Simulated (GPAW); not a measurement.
# Al K-edge XANES of AlCo (Pm-3m), part 3 of 4

How does the Al K edge of AlCo (Pm-3m) move when the bonds are compressed or stretched?

GPAW 26.7.0; X-ray absorption from dipole matrix elements to empty bands, plane-wave PAW LDA.

So far. Step 4 (Spectrum with XCH, Al atom 2): The total-energy difference is 1549.15 eV. The tabulated edge of the element is 1559 eV. The functional leaves an error in such absolute values: in the free atom LDA prices this hole 7.2 eV below PBE (computed apart), and PBE is itself good to a few eV. Step 6 (Spectrum with XCH, Al atom 2): Against the first run the r.m.s. difference is 9 %. The highest intensity below 16 eV goes from 5.7 eV (1.95) to 6.0 eV (1.89).

**7. Reference energy of the supercell**

Level of this step: plane-wave PAW DFT, LDA, self-consistent field (GPAW).

The cell changes for the next run, so it gets a reference energy of its own.

The cell differs from the one that the last finished run ended in (a 5.524 → 5.582 Å, b 5.524 → 5.582 Å, c 5.524 → 5.582 Å).

The input, scf.py:

```python
import numpy as np
from ase import Atoms
from ase.parallel import parprint, paropen
from gpaw import GPAW, PW, FermiDirac, Mixer, MixerDif, setup_paths
from gpaw.test import gen
setup_paths.insert(0, '.')
gen('Al', name='nch1s', xcname='LDA', corehole=(1, 0, 0), write_xml=True)
from gpaw.mpi import world
world.barrier()

atoms = Atoms('Co8Al8',
    cell=[[5.58184488, 0, 0],
     [0, 5.58184488, 0],
     [0, 0, 5.58184488]],
    scaled_positions=[[0.25, 0.25, 0.25],
     [0.25, 0.25, 0.75],
     [0.25, 0.75, 0.25],
     [0.75, 0.25, 0.25],
     [0.25, 0.75, 0.75],
     [0.75, 0.25, 0.75],
     [0.75, 0.75, 0.25],
     [0.75, 0.75, 0.75],
     [0, 0, 0],
     [0, 0, 0.5],
     [0, 0.5, 0],
     [0.5, 0, 0],
     [0, 0.5, 0.5],
     [0.5, 0, 0.5],
     [0.5, 0.5, 0],
     [0.5, 0.5, 0.5]],
    magmoms=[3.0, 3.0, 3.0, 3.0, 3.0, 3.0, 3.0, 3.0, 0.0, 0.0, 0.0, 0.0, 0.0, 0.0, 0.0, 0.0],
    pbc=True)
atoms.calc = calc = GPAW(legacy_gpaw=True, mode=PW(430, force_complex_dtype=True), xc='LDA', setups={8: 'nch1s'},
    kpts={'size': (4, 4, 4), 'gamma': True}, occupations=FermiDirac(0.1),
    charge=0, mixer=MixerDif(0.05, 8, 50), maxiter=150,
    convergence={'density': 0.0001, 'eigenstates': 1e-6}, txt='scf.txt')
energy = atoms.get_potential_energy() + calc.get_reference_energy()
ef = calc.get_fermi_level()
out = dict(energy=energy, fermi=ef, forces=atoms.get_forces().tolist(), magmoms=atoms.get_magnetic_moments().tolist())
parprint(f'all-electron energy {energy:.4f} eV, Fermi level {ef:.4f} eV')
ev = np.array([[calc.get_eigenvalues(k, s) for k in range(len(calc.get_ibz_k_points()))] for s in range(calc.get_number_of_spins())])
out['homo'], out['lumo'], out['counts'] = ev[ev < ef].max(), ev[ev > ef].min(), sorted(set((ev < ef).sum((0, 2)).tolist()))
out['filled'] = (ev[:, 0] < ef).sum(1).tolist()
import json
with paropen('out.json', 'w') as f:
    json.dump(out, f)
```

The run is started by

```console
> OMP_NUM_THREADS=1 mpirun -n 4 gpaw python scf.py
```

Numbers of over 12 decimals in the logs are rounded to 6 here.

Output:

```text
Input parameters:
  convergence: {density: 0.0001,
                eigenstates: 1e-06}
  kpts: {gamma: True,
         size: (4, 4, 4)}
  maxiter: 150
  mixer: {backend: pulay,
          beta: 0.05,
          method: difference,
          nmaxold: 8,
          weight: 50}
  mode: {ecut: 430.0,
         force_complex_dtype: True,
         name: pw}
  occupations: {fixmagmom: False,
                name: fermi-dirac,
[...]
3s(2) :    -0.287726     1.053448
*s    :     0.712274
3p(1) :    -0.102289     0.999482
*p    :     0.897711
*d    :     0.000000
--------------------------------

Diagonalizing with gridspacing h=0.050

state   all-electron     PAW
-------------------------------
3s:      -0.287726    -0.287811
3p:      -0.102289    -0.102345
*d:                    0.027274
*f:                    0.064816
-------------------------------
all-electron energy -355451.1985 eV, Fermi level 10.6306 eV
[key lines of the parts left out:]
Converged after 16 iterations.
Dipole moment: (-0.000000, -0.000000, -0.000000) |e|*Ang
Free energy:   -117.823522
Fermi level: 10.63063
```

Elapsed: 44 s, on 4 MPI ranks of Arm Neoverse V2, shared host; peak memory 0.3 GiB; 3 min of CPU time.

Reference energy: -355451.198 eV with the cores included.

**8. Spectrum with XCH, Al atom 2**

Shorter bonds are expected to push antibonding states and scattering resonances up, and longer ones down; the cell is scaled to test that.

Changed against the first core-hole run: volume scale from 1 to 0.97.

The input, xas.py:

```python
import numpy as np
from ase import Atoms
from ase.parallel import parprint, paropen
from gpaw import GPAW, PW, FermiDirac, Mixer, MixerDif, setup_paths
from gpaw.test import gen
setup_paths.insert(0, '.')
gen('Al', name='fch1s', xcname='LDA', corehole=(1, 0, 1), write_xml=True)
from gpaw.mpi import world
world.barrier()

atoms = Atoms('Co8Al8',
    cell=[[5.58184488, 0, 0],
     [0, 5.58184488, 0],
     [0, 0, 5.58184488]],
    scaled_positions=[[0.25, 0.25, 0.25],
     [0.25, 0.25, 0.75],
     [0.25, 0.75, 0.25],
     [0.75, 0.25, 0.25],
     [0.25, 0.75, 0.75],
     [0.75, 0.25, 0.75],
     [0.75, 0.75, 0.25],
     [0.75, 0.75, 0.75],
     [0, 0, 0],
     [0, 0, 0.5],
     [0, 0.5, 0],
     [0.5, 0, 0],
     [0, 0.5, 0.5],
     [0.5, 0, 0.5],
     [0.5, 0.5, 0],
     [0.5, 0.5, 0.5]],
    magmoms=[3.0, 3.0, 3.0, 3.0, 3.0, 3.0, 3.0, 3.0, 0.0, 0.0, 0.0, 0.0, 0.0, 0.0, 0.0, 0.0],
    pbc=True)
atoms.calc = calc = GPAW(legacy_gpaw=True, mode=PW(430, force_complex_dtype=True), xc='LDA', setups={8: 'fch1s'},
    kpts={'size': (4, 4, 4), 'gamma': True}, occupations=FermiDirac(0.1),
    charge=-1, mixer=MixerDif(0.05, 8, 50), maxiter=150,
    convergence={'density': 0.0001, 'eigenstates': 1e-6}, txt='scf.txt')
energy = atoms.get_potential_energy() + calc.get_reference_energy()
ef = calc.get_fermi_level()
out = dict(energy=energy, fermi=ef, forces=atoms.get_forces().tolist(), magmoms=atoms.get_magnetic_moments().tolist())
parprint(f'all-electron energy {energy:.4f} eV, Fermi level {ef:.4f} eV')
ev = np.array([[calc.get_eigenvalues(k, s) for k in range(len(calc.get_ibz_k_points()))] for s in range(calc.get_number_of_spins())])
out['homo'], out['lumo'], out['counts'] = ev[ev < ef].max(), ev[ev > ef].min(), sorted(set((ev < ef).sum((0, 2)).tolist()))
out['filled'] = (ev[:, 0] < ef).sum(1).tolist()

from ase.units import Ha
from gpaw.xas import dipole_matrix_elements
nb = int(calc.get_number_of_electrons() / 2) + 146
top, nb = nb, nb + 8 + nb // 12
nscf = calc.fixed_density(kpts={'size': (6, 6, 6), 'gamma': True}, nbands=nb,
    convergence={'bands': top, 'eigenstates': 5e-3}, maxiter=60, txt='nscf.txt')
cell = atoms.cell.array
ops = [cell.T @ U.T @ np.linalg.inv(cell.T) for U in nscf.wfs.kd.symmetry.op_scc]
E = np.arange(-6, 34, 0.1)
fwhm = np.interp(E, [4, 25], [0.9, 3.5])
Y, X, zero, highest = 0, 0, 1e9, 1e9
for spin in range(nscf.get_number_of_spins()):
    wfs = nscf.wfs
    mine = wfs.bd.get_slice()  # this rank's bands
    A = dipole_matrix_elements(wfs.setups[8])
    eps = np.zeros((wfs.kd.nibzkpts, nb))
    d = np.zeros((3, A.shape[1], wfs.kd.nibzkpts, nb), complex)
    for kpt in wfs.kpt_u:
        if kpt.s == spin and 8 in kpt.P_ani:
            eps[kpt.k, mine] = kpt.eps_n * Ha
            d[:, :, kpt.k, mine] = (kpt.weight * wfs.nspins / 2) ** 0.5 * np.inner(A, kpt.P_ani[8])
    world.sum(eps)
    world.sum(d)
    T = np.einsum('amkn,bmkn->abkn', d, d.conj()).real
    T = sum(np.einsum('ai,ijkn,bj->abkn', R, T, R) for R in ops) / len(ops)
    empty = eps > ef
    zero, highest = min(zero, eps[empty].min()), min(highest, eps[:, top - 1].min())
    lines = [(eps, T, empty)] if spin == 0 else lines + [(eps, T, empty)]
for eps, T, empty in lines:
    f = np.einsum('aakn->akn', T).reshape(3, -1)
    x = eps.ravel() - zero
    w = np.interp(x, E, fwhm) / 2.35482
    g = np.exp(-0.5 * ((E[:, None] - x) / w) ** 2) / (w * (2 * np.pi) ** 0.5)
    Y = Y + (f * empty.ravel()) @ g.T
    X = X + (f * ~empty.ravel()) @ g.T
out.update(E=E.round(2).tolist(), xas=Y.tolist(), xes=X.tolist(), zero=zero, valid=highest - zero, nk=len(eps), nb=nb)
for i in range(0, len(E), 10):
    parprint(f'{E[i]:7.2f}', *(f'{v:10.3e}' for v in Y[:, i]))
import json
with paropen('out.json', 'w') as f:
    json.dump(out, f)
```

The run is started by

```console
> OMP_NUM_THREADS=1 mpirun -n 4 gpaw python xas.py
```

Output:

```text
Input parameters:
  charge: -1
  convergence: {density: 0.0001,
                eigenstates: 1e-06}
  kpts: {gamma: True,
         size: (4, 4, 4)}
  maxiter: 150
  mixer: {backend: pulay,
          beta: 0.05,
          method: difference,
          nmaxold: 8,
          weight: 50}
  mode: {ecut: 430.0,
         force_complex_dtype: True,
         name: pw}
  occupations: {fixmagmom: False,
[...]
3s:      -0.683483    -0.683641
3p:      -0.437761    -0.437937
*d:                   -0.137096
*f:                   -0.021062
-------------------------------
all-electron energy -353902.1311 eV, Fermi level 10.8333 eV
  -6.00  3.559e-61  3.559e-61  3.559e-61
  -5.00  1.008e-44  1.008e-44  1.008e-44
  -4.00  3.222e-31  3.222e-31  3.222e-31
  -3.00  1.209e-20  1.209e-20  1.209e-20
[...]
32.00  1.387e-05  1.387e-05  1.387e-05
  33.00  1.294e-05  1.294e-05  1.294e-05
[key lines of the parts left out:]
Converged after 17 iterations.
Dipole moment: (0.000000, 0.000000, -0.000000) |e|*Ang
Free energy:   -141.820899
Fermi level: 10.83333
```

Run time: 4.9 min. Hardware: 4 MPI ranks; peak memory 0.59 GiB.

| E (eV) | first run | this run |
| --- | --- | --- |
| -2.0 | 0.00 | 0.00 |
| -1.0 | 0.00 | 0.00 |
| 0.0 | 0.32 | 0.32 |
| 1.0 | 0.61 | 0.61 |
| 2.0 | 0.35 | 0.37 |
| 3.0 | 0.54 | 0.49 |
| 4.0 | 0.96 | 0.88 |
| 5.0 | 1.52 | 1.37 |
| 6.0 | 1.85 | 1.89 |
| 7.0 | 1.32 | 1.39 |
| 8.0 | 0.93 | 0.95 |
| 9.0 | 1.03 | 1.00 |
| 10.0 | 1.06 | 1.05 |
| 11.0 | 1.12 | 1.13 |
| 12.0 | 1.06 | 1.11 |
| 13.0 | 1.08 | 1.09 |
| 14.0 | 1.08 | 1.10 |
| 15.0 | 1.03 | 1.04 |
| 16.0 | 1.02 | 1.01 |
| 17.0 | 0.98 | 0.99 |
| 18.0 | 0.93 | 0.95 |
| 19.0 | 0.87 | 0.90 |
| 20.0 | 0.77 | 0.82 |
| 21.0 | 0.66 | 0.72 |
| 22.0 | 0.56 | 0.61 |
| 23.0 | 0.47 | 0.51 |
| 24.0 | 0.45 | 0.45 |
| 25.0 | 0.47 | 0.44 |
| 26.0 | 0.54 | 0.49 |
| 27.0 | 0.64 | 0.58 |
| 28.0 | 0.73 | 0.68 |
| 29.0 | 0.81 | 0.77 |
| 30.0 | 0.89 | 0.86 |
| 31.0 | 0.93 | 0.92 |

Against the first run the r.m.s. difference is 5 %. The highest intensity below 16 eV goes from 5.7 eV (1.95) to 5.9 eV (1.91).

The photon energy of the zero moves by -0.08 eV.

**9. Reference energy of the supercell**

The cell changes for the next run, so it gets a reference energy of its own.

The cell differs from the one that the last finished run ended in (a 5.582 → 5.695 Å, b 5.582 → 5.695 Å, c 5.582 → 5.695 Å).

scf.py, as its differences from that of step 7:

```diff
@@ -11,5 +11,5 @@
 atoms = Atoms('Co8Al8',
-    cell=[[5.58184488, 0, 0],
-     [0, 5.58184488, 0],
-     [0, 0, 5.58184488]],
+    cell=[[5.69463982, 0, 0],
+     [0, 5.69463982, 0],
+     [0, 0, 5.69463982]],
     scaled_positions=[[0.25, 0.25, 0.25],
```

The run is started by

```console
> OMP_NUM_THREADS=1 mpirun -n 4 gpaw python scf.py
```

Output:

```text
Input parameters:
  convergence: {density: 0.0001,
                eigenstates: 1e-06}
  kpts: {gamma: True,
         size: (4, 4, 4)}
  maxiter: 150
  mixer: {backend: pulay,
          beta: 0.05,
          method: difference,
          nmaxold: 8,
          weight: 50}
  mode: {ecut: 430.0,
         force_complex_dtype: True,
         name: pw}
  occupations: {fixmagmom: False,
                name: fermi-dirac,
[...]
3s(2) :    -0.287726     1.053448
*s    :     0.712274
3p(1) :    -0.102289     0.999482
*p    :     0.897711
*d    :     0.000000
--------------------------------

Diagonalizing with gridspacing h=0.050

state   all-electron     PAW
-------------------------------
3s:      -0.287726    -0.287811
3p:      -0.102289    -0.102345
*d:                    0.027274
*f:                    0.064816
-------------------------------
all-electron energy -355450.9441 eV, Fermi level 9.8264 eV
[key lines of the parts left out:]
Converged after 17 iterations.
Dipole moment: (-0.000000, -0.000000, 0.000000) |e|*Ang
Free energy:   -117.580883
Fermi level: 9.82640
```

Elapsed: 45 s, on 4 MPI ranks; peak memory 0.3 GiB.

Reference energy: -355450.944 eV with the cores included.

**10. Spectrum with XCH, Al atom 2**

Shorter bonds are expected to push antibonding states and scattering resonances up, and longer ones down; the cell is scaled to test that.

Changed against the first core-hole run: volume scale from 1 to 1.03.

xas.py, as its differences from that of step 8:

```diff
@@ -11,5 +11,5 @@
 atoms = Atoms('Co8Al8',
-    cell=[[5.58184488, 0, 0],
-     [0, 5.58184488, 0],
-     [0, 0, 5.58184488]],
+    cell=[[5.69463982, 0, 0],
+     [0, 5.69463982, 0],
+     [0, 0, 5.69463982]],
     scaled_positions=[[0.25, 0.25, 0.25],
@@ -46,3 +46,3 @@
 from gpaw.xas import dipole_matrix_elements
-nb = int(calc.get_number_of_electrons() / 2) + 146
+nb = int(calc.get_number_of_electrons() / 2) + 153
 top, nb = nb, nb + 8 + nb // 12
```

The run is started by

```console
> OMP_NUM_THREADS=1 mpirun -n 4 gpaw python xas.py
```

Output:

```text
Input parameters:
  charge: -1
  convergence: {density: 0.0001,
                eigenstates: 1e-06}
  kpts: {gamma: True,
         size: (4, 4, 4)}
  maxiter: 150
  mixer: {backend: pulay,
          beta: 0.05,
          method: difference,
          nmaxold: 8,
          weight: 50}
  mode: {ecut: 430.0,
         force_complex_dtype: True,
         name: pw}
  occupations: {fixmagmom: False,
[...]
3s:      -0.683483    -0.683641
3p:      -0.437761    -0.437937
*d:                   -0.137096
*f:                   -0.021062
-------------------------------
all-electron energy -353901.7146 eV, Fermi level 10.0135 eV
  -6.00  3.481e-61  3.481e-61  3.481e-61
  -5.00  9.988e-45  9.988e-45  9.988e-45
  -4.00  3.240e-31  3.240e-31  3.240e-31
  -3.00  1.233e-20  1.233e-20  1.233e-20
[...]
32.00  1.279e-05  1.279e-05  1.279e-05
  33.00  1.211e-05  1.211e-05  1.211e-05
[key lines of the parts left out:]
Converged after 16 iterations.
Dipole moment: (0.000000, -0.000000, 0.000000) |e|*Ang
Free energy:   -141.418662
Fermi level: 10.01353
```

It took 5.1 min on 4 MPI ranks; peak memory 0.62 GiB.

| E (eV) | first run | this run |
| --- | --- | --- |
| -2.0 | 0.00 | 0.00 |
| -1.0 | 0.00 | 0.00 |
| 0.0 | 0.32 | 0.32 |
| 1.0 | 0.61 | 0.61 |
| 2.0 | 0.35 | 0.33 |
| 3.0 | 0.54 | 0.58 |
| 4.0 | 0.96 | 1.03 |
| 5.0 | 1.52 | 1.67 |
| 6.0 | 1.85 | 1.79 |
| 7.0 | 1.32 | 1.24 |
| 8.0 | 0.93 | 0.94 |
| 9.0 | 1.03 | 1.05 |
| 10.0 | 1.06 | 1.07 |
| 11.0 | 1.12 | 1.09 |
| 12.0 | 1.06 | 1.03 |
| 13.0 | 1.08 | 1.08 |
| 14.0 | 1.08 | 1.06 |
| 15.0 | 1.03 | 1.04 |
| 16.0 | 1.02 | 1.01 |
| 17.0 | 0.98 | 0.97 |
| 18.0 | 0.93 | 0.92 |
| 19.0 | 0.87 | 0.83 |
| 20.0 | 0.77 | 0.72 |
| 21.0 | 0.66 | 0.61 |
| 22.0 | 0.56 | 0.51 |
| 23.0 | 0.47 | 0.46 |
| 24.0 | 0.45 | 0.46 |
| 25.0 | 0.47 | 0.51 |
| 26.0 | 0.54 | 0.59 |
| 27.0 | 0.64 | 0.68 |
| 28.0 | 0.73 | 0.76 |
| 29.0 | 0.81 | 0.84 |
| 30.0 | 0.89 | 0.90 |
| 31.0 | 0.93 | 0.91 |

The scaled spectrum changes by 4 % r.m.s. The highest intensity below 16 eV goes from 5.7 eV (1.95) to 5.5 eV (1.98).

The photon energy of the zero moves by +0.08 eV.

**11. Reference energy of the supercell**

The cell changes for the next run, so it gets a reference energy of its own.

The cell differs from the one that the last finished run ended in (a 5.695 → 5.749 Å, b 5.695 → 5.749 Å, c 5.695 → 5.749 Å).

scf.py, as its differences from that of step 9:

```diff
@@ -11,5 +11,5 @@
 atoms = Atoms('Co8Al8',
-    cell=[[5.69463982, 0, 0],
-     [0, 5.69463982, 0],
-     [0, 0, 5.69463982]],
+    cell=[[5.74939933, 0, 0],
+     [0, 5.74939933, 0],
+     [0, 0, 5.74939933]],
     scaled_positions=[[0.25, 0.25, 0.25],
```

The run is started by

```console
> OMP_NUM_THREADS=1 mpirun -n 4 gpaw python scf.py
```

Output:

```text
Input parameters:
  convergence: {density: 0.0001,
                eigenstates: 1e-06}
  kpts: {gamma: True,
         size: (4, 4, 4)}
  maxiter: 150
  mixer: {backend: pulay,
          beta: 0.05,
          method: difference,
          nmaxold: 8,
          weight: 50}
  mode: {ecut: 430.0,
         force_complex_dtype: True,
         name: pw}
  occupations: {fixmagmom: False,
                name: fermi-dirac,
[...]
3s(2) :    -0.287726     1.053448
*s    :     0.712274
3p(1) :    -0.102289     0.999482
*p    :     0.897711
*d    :     0.000000
--------------------------------

Diagonalizing with gridspacing h=0.050

state   all-electron     PAW
-------------------------------
3s:      -0.287726    -0.287811
3p:      -0.102289    -0.102345
*d:                    0.027274
*f:                    0.064816
-------------------------------
all-electron energy -355450.5414 eV, Fermi level 9.4581 eV
[key lines of the parts left out:]
Converged after 15 iterations.
Dipole moment: (-0.000000, -0.000000, -0.000000) |e|*Ang
Free energy:   -117.184193
Fermi level: 9.45814
```

The job ended after 41 s (4 MPI ranks; peak memory 0.31 GiB; 2.7 min of CPU time).

Reference energy: -355450.541 eV with the cores included.

[end of part 3 of 4]

[Banner, clock and machine lines of the logs are left out without a mark of their own.]

[Logs are printed without paths, hosts, clocks, repeated set-up lines and the standing remarks that a program may print on its own settings, such as how far it seeks lower states.]

[Hosts, paths, dates, database ids (printed as entryN), source tags and the programs' standing remarks are cut or masked in the printed files.]

[Lists of maxima count a maximum above −3 eV only where it reaches 4 % of the highest in the window and stands out from its surroundings by 2 % of it (1.5 % where it reaches 55 %); shoulders and weaker maxima are passed over, and of the rest the first, up to two pre-edge ones and the few strongest are named.]
